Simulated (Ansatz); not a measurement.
## Cs2AgAsF6 (Fm-3m): converging the G0W0 gap

Aim: see how the G0W0 gap of Cs2AgAsF6 (Fm-3m) on PBE moves with empty bands and screening cutoff, and what each rung costs.

Main program and level: Ansatz 0.2.0; G0W0 on PBE, plane waves, PAW; PAW set soft_1.

This is a report of a sequence of runs, with most program output left out.

In doubt: one-shot GW on d or f shells is unsure (steps 2, 3, 4, 5, 6, 7), so the values of those runs are not to be relied on.

## 1. Set-up

Symmetry: Fm-3m, No. 225, cubic system. Conventional cell: a = 9.195 Å, b = 9.195 Å, c = 9.195 Å, α = 90.00°, β = 90.00°, γ = 90.00°. Cs has 12 F at 3.26 Å nearest. Nearest to Ag lie 6 F at 2.51 Å. Nearest to As lie 6 F at 2.08 Å. Nearest to F lie 1 As at 2.08 Å and 1 Ag at 2.51 Å and 4 Cs at 3.26 Å. Farther neighbours and most contacts between anions are not listed.

The cell and positions are those that the Materials Project relaxed with its own functionals (PBE, PBE+U or r2SCAN), kept fixed. Spin-orbit coupling is left out unless a step names it.

## 2. 175 empty bands, screening to 54 eV

Now the one-shot GW correction: screening in the RPA, then the self-energy of the levels asked for. This step takes PAW set soft_1 files.

Contents of input.yaml:

```yaml
crystal:
  lattice:
    - [0.0, 4.5976094258, 4.5976094258]
    - [4.5976094258, 0.0, 4.5976094258]
    - [4.5976094258, 4.5976094258, 0.0]
  atoms:
    - { symbol: Cs, position: [0.75, 0.75, 0.75] }
    - { symbol: Cs, position: [0.25, 0.25, 0.25] }
    - { symbol: Ag, position: [0.5, 0.5, 0.5] }
    - { symbol: As, position: [0.0, 0.0, 0.0] }
    - { symbol: F, position: [0.77327897, 0.22672103, 0.22672103] }
    - { symbol: F, position: [0.22672103, 0.22672103, 0.77327897] }
    - { symbol: F, position: [0.22672103, 0.77327897, 0.77327897] }
    - { symbol: F, position: [0.22672103, 0.77327897, 0.22672103] }
    - { symbol: F, position: [0.77327897, 0.22672103, 0.77327897] }
    - { symbol: F, position: [0.77327897, 0.77327897, 0.22672103] }
kpoints:
  mp_grid: { grid: [4, 4, 4] }
hamiltonian:
  xc: pbe
  pseudopotentials: { kind: paw, azcp: { folder: soft_1 } }
scf:
  occupations: { method: fixed }
gw:
  n_empty_bands: 175
  ecut_chi: 54
  qp_bands: [v3, c3]
  qp_kpoints: band_edges
  screening: { model: contour_deformation }
```

Command:

```bash
$ ansatz run input.yaml --threads 2 --pin off --max-ram 92160MiB --backend cuda --events-out ev --progress --plain --runs-dir out --devices 1 --max-vram 13GiB
```

Elapsed: 15 s, on 1 × NVIDIA H100 80GB HBM3 (shared by 6 runs) with 2 threads of AMD EPYC 7R13 (Zen 3), shared host; peak memory 1.3 GiB.

Numbers from this step:

| Item | Value |
| --- | --- |
| bands summed | 222 |
| RPA ε∞ on this mesh (eigenvalues) | 2.949, 2.949, 2.949 |
| plane waves in the screening matrix | 169 |
| q-points in the mesh | 64 |
| G0W0 gap on the mesh | 4.253 eV |
| k of the valence top | 0, -0.5, -0.5 |
| k of the conduction bottom | 0, 0, -0.5 |
| starting gap on the mesh | 2.431 eV |
| Z at the valence top | 0.7683 |
| Z at the conduction bottom | 0.8172 |
| least direct G0W0 gap on the computed points | 5.171 eV |

The gap on the mesh goes from 2.43 eV to 4.25 eV, a correction of +1.82 eV. Between the two edge states, bare exchange in place of the xc potential would open the gap by 9.42 eV, and correlation takes back 7.60 eV.

## 3. 495 empty bands, screening to 108 eV

Bands and screening cutoff are moved together, since each hides the error of the other.

input.yaml, as its differences from that of step 2:

```diff
@@ -24,4 +24,4 @@
 gw:
-  n_empty_bands: 175
-  ecut_chi: 54
+  n_empty_bands: 495
+  ecut_chi: 108
   qp_bands: [v3, c3]
```

Elapsed: 31 s, on 1 × NVIDIA H100 80GB HBM3 (shared by 6 runs) with 2 threads; peak memory 1.9 GiB; 38 s of CPU time.

Numbers from this step:

```yaml
bands_summed: 542
rpa_eps_infinity_on_this_mesh_eigenvalues: 2.938, 2.938, 2.938
plane_waves_in_the_screening_matrix: 531
q_points_in_the_mesh: 64
g0w0_gap_on_the_mesh: 4.162 eV
k_of_the_valence_top: 0, -0.5, -0.5
k_of_the_conduction_bottom: 0, 0, -0.5
starting_gap_on_the_mesh: 2.431 eV
z_at_the_valence_top: 0.7596
z_at_the_conduction_bottom: 0.8143
least_direct_g0w0_gap_on_the_computed_points: 5.059 eV
```

Against the run with 4×4×4 mesh, 175 empty bands, screening to 54 eV, PAW set soft_1 files, the gap moves by −0.09 eV.

## 4. 1065 empty bands, screening to 180 eV

input.yaml, as its differences from that of step 3:

```diff
@@ -24,4 +24,4 @@
 gw:
-  n_empty_bands: 495
-  ecut_chi: 108
+  n_empty_bands: 1065
+  ecut_chi: 180.0
   qp_bands: [v3, c3]
```

The job ended after 79 s (1 × NVIDIA H100 80GB HBM3 (shared by 6 runs) with 2 threads; peak memory 3.6 GiB; 2.1 min of CPU time).

Numbers from this step:

| Quantity | Value |
| --- | --- |
| bands summed | 1112 |
| RPA ε∞ on this mesh (eigenvalues) | 2.927, 2.927, 2.927 |
| plane waves in the screening matrix | 1067 |
| G0W0 gap on the mesh | 4.259 eV |
| k of the valence top | 0, -0.5, -0.5 |
| k of the conduction bottom | 0, 0, -0.5 |
| starting gap on the mesh | 2.431 eV |
| least direct G0W0 gap on the computed points | 5.168 eV |

Against the run with 4×4×4 mesh, 495 empty bands, screening to 108 eV, PAW set soft_1 files, the gap moves by +0.10 eV.

## 5. Changing the k mesh: 2×2×2 mesh, 495 empty bands, screening to 108 eV, PAW set soft_1 files

A second mesh at equal bands and cutoff isolates the sampling error. Bands and cutoff differ from the step before, so it is read against an earlier run that matches them.

input.yaml, as its differences from that of step 4:

```diff
@@ -17,3 +17,3 @@
 kpoints:
-  mp_grid: { grid: [4, 4, 4] }
+  mp_grid: { grid: [2, 2, 2] }
 hamiltonian:
@@ -24,4 +24,4 @@
 gw:
-  n_empty_bands: 1065
-  ecut_chi: 180.0
+  n_empty_bands: 495
+  ecut_chi: 108
   qp_bands: [v3, c3]
```

It took 14 s on 1 × NVIDIA H100 80GB HBM3 (shared by 6 runs) with 2 threads; peak memory 1.4 GiB.

Numbers from this step:

| Quantity | Value |
| --- | --- |
| bands summed | 542 |
| RPA ε∞ on this mesh (eigenvalues) | 3.051, 3.051, 3.051 |
| plane waves in the screening matrix | 531 |
| G0W0 gap on the mesh | 4.210 eV |
| k of the valence top | 0, -0.5, -0.5 |
| k of the conduction bottom | 0, 0, -0.5 |
| starting gap on the mesh | 2.424 eV |
| least direct G0W0 gap on the computed points | 5.101 eV |

Against the run with 4×4×4 mesh, 495 empty bands, screening to 108 eV, PAW set soft_1 files, the gap moves by +0.05 eV.

## 6. Changing the frequency model: 4×4×4 mesh, 1065 empty bands, screening to 180 eV, plasmon pole, PAW set soft_1 files

A plasmon pole stands in for the full frequency dependence of the screening; this run shows what that costs in accuracy. Bands and cutoff differ from the step before, so it is read against an earlier run that matches them.

input.yaml, as its differences from that of step 5:

```diff
@@ -17,3 +17,3 @@
 kpoints:
-  mp_grid: { grid: [2, 2, 2] }
+  mp_grid: { grid: [4, 4, 4] }
 hamiltonian:
@@ -24,6 +24,6 @@
 gw:
-  n_empty_bands: 495
-  ecut_chi: 108
+  n_empty_bands: 1065
+  ecut_chi: 180.0
   qp_bands: [v3, c3]
   qp_kpoints: band_edges
-  screening: { model: contour_deformation }
+  screening: { model: godby_needs }
```

Elapsed: 1.8 min, on 1 × NVIDIA H100 80GB HBM3 (shared by 6 runs) with 2 threads; peak memory 8.5 GiB.

Numbers from this step:

| Item | Value |
| --- | --- |
| bands summed | 1112 |
| plasmon-pole fit frequency | 25.82 eV |
| RPA ε∞ on this mesh (eigenvalues) | 2.927, 2.927, 2.927 |
| plane waves in the screening matrix | 1067 |
| G0W0 gap on the mesh | 4.238 eV |
| k of the valence top | 0, -0.5, -0.5 |
| k of the conduction bottom | 0, 0, -0.5 |
| starting gap on the mesh | 2.431 eV |
| least direct G0W0 gap on the computed points | 5.179 eV |

Against the run with 4×4×4 mesh, 1065 empty bands, screening to 180 eV, PAW set soft_1 files, the gap moves by −0.02 eV.

## 7. Changing the files and raising the bands: 4×4×4 mesh, 1579 empty bands, screening to 234 eV, hard PAW files

Other atomic data (hard PAW) test the pseudisation: the cutoff goes from 420 to 1050 eV, with the same valence electrons. Bands and screening cutoff change too, so the step is no clean test of the files.

This step: G0W0 on PBE, plane waves, PAW.

input.yaml, as its differences from that of step 6:

```diff
@@ -20,3 +20,3 @@
   xc: pbe
-  pseudopotentials: { kind: paw, azcp: { folder: soft_1 } }
+  pseudopotentials: { kind: paw, source: ansatz }
 scf:
@@ -24,6 +24,6 @@
 gw:
-  n_empty_bands: 1065
-  ecut_chi: 180.0
+  n_empty_bands: 1579
+  ecut_chi: 234.0
   qp_bands: [v3, c3]
   qp_kpoints: band_edges
-  screening: { model: godby_needs }
+  screening: { model: contour_deformation }
```

The job ended after 2.7 min (1 × NVIDIA H100 80GB HBM3 (shared by 6 runs) with 2 threads; peak memory 9.2 GiB; 4.2 min of CPU time).

This step gave:

* bands summed: 1626
* RPA ε∞ on this mesh (eigenvalues): 2.924, 2.924, 2.924
* plane waves in the screening matrix: 1591
* G0W0 gap on the mesh: 4.381 eV
* k of the valence top: 0, -0.5, -0.5
* k of the conduction bottom: 0, 0, -0.5
* starting gap on the mesh: 2.431 eV
* least direct G0W0 gap on the computed points: 5.268 eV

Against the run with 4×4×4 mesh, 1065 empty bands, screening to 180 eV, PAW set soft_1 files, the gap moves by +0.12 eV.

## 8. Convergence and cost

Times are wall times on 1 × NVIDIA H100 80GB HBM3 (shared by 6 runs) with 2 threads of AMD EPYC 7R13 (Zen 3), shared host, good to a factor of about two.

| mesh | files | frequency | bands summed | cutoff (eV) | start (eV) | G0W0 (eV) | time | host memory (GiB) |
| --- | --- | --- | --- | --- | --- | --- | --- | --- |
| 4×4×4 | PAW set soft_1 | contour deformation | 222 | 54 | 2.431 | 4.253 | 15 s | 1.3 |
| 4×4×4 | PAW set soft_1 | contour deformation | 542 | 108 | 2.431 | 4.162 | 31 s | 1.9 |
| 4×4×4 | PAW set soft_1 | contour deformation | 1112 | 180 | 2.431 | 4.259 | 79 s | 3.6 |
| 2×2×2 | PAW set soft_1 | contour deformation | 542 | 108 | 2.424 | 4.210 | 14 s | 1.4 |
| 4×4×4 | PAW set soft_1 | plasmon pole | 1112 | 180 | 2.431 | 4.238 | 1.8 min | 8.5 |
| 4×4×4 | hard PAW | contour deformation | 1626 | 234 | 2.431 | 4.381 | 2.7 min | 9.2 |

The parts of the quasiparticle energy at the two band edges (eV; QP = start + Σx + Σc − Vxc):

| run | edge | start | Σx | Σc | Vxc | Z | QP |
| --- | --- | --- | --- | --- | --- | --- | --- |
| 222 bands | valence top | 5.28 | -31.63 | 4.06 | -26.85 | 0.77 | 4.56 |
| 222 bands | conduction bottom | 7.71 | -8.91 | -3.54 | -13.55 | 0.82 | 8.81 |
| 542 bands | valence top | 5.28 | -31.63 | 3.90 | -26.85 | 0.76 | 4.40 |
| 542 bands | conduction bottom | 7.71 | -8.91 | -3.79 | -13.55 | 0.81 | 8.56 |
| 1112 bands | valence top | 5.28 | -31.63 | 3.71 | -26.85 | 0.76 | 4.21 |
| 1112 bands | conduction bottom | 7.71 | -8.91 | -3.88 | -13.55 | 0.81 | 8.47 |

## 9. Results

| Item | Value |
| --- | --- |
| 222 bands, 54 eV | 4.253 eV |
| 542 bands, 108 eV | 4.162 eV |
| 1112 bands, 180 eV | 4.259 eV |
| mesh and start | 4×4×4, PBE |

What this shows: From 222 to 1112 bands the gap moves by +0.01 eV while the time grows 5.3-fold. Σc changes by −0.35 eV at the valence top and −0.34 eV at the conduction bottom, so the levels themselves move more than the gap between them. The gap turns back along the series, so no limit is drawn from it. On the 2×2×2 mesh in place of 4×4×4 the gap differs by +0.05 eV, of which −0.01 eV is already in the start. The plasmon-pole model gives −0.02 eV against contour deformation, 1 % of the correction (the least direct gap moves by +0.01 eV), and saved no time in this program. With hard PAW files and 1626 bands the gap is 4.38 eV. A d shell, filled or nearly so, lies near the gap. One-shot GW converges very slowly in bands there, not always from below, and on a semilocal start the gap tends to come out low; starts rich in exact exchange can overshoot instead. The many-body steps are scalar-relativistic: spin-orbit coupling is not in them.

[Paths, hosts, dates, memory and timing lines, banners, echoed tables and standing remarks are left out of the program output.]

[Logs are printed without paths, hosts, clocks, repeated set-up lines and the standing remarks that a program may print on its own settings, such as how far it seeks lower states.]

[Runs of the session that timed out or met a known fault of the program may be left out.]

[Cells called generated may have been cut or substituted from an entry of the Crystallography Open Database or the Materials Project.]

[Hosts, paths, dates, database ids (printed as entryN), source tags and the programs' standing remarks are cut or masked in the printed files.]
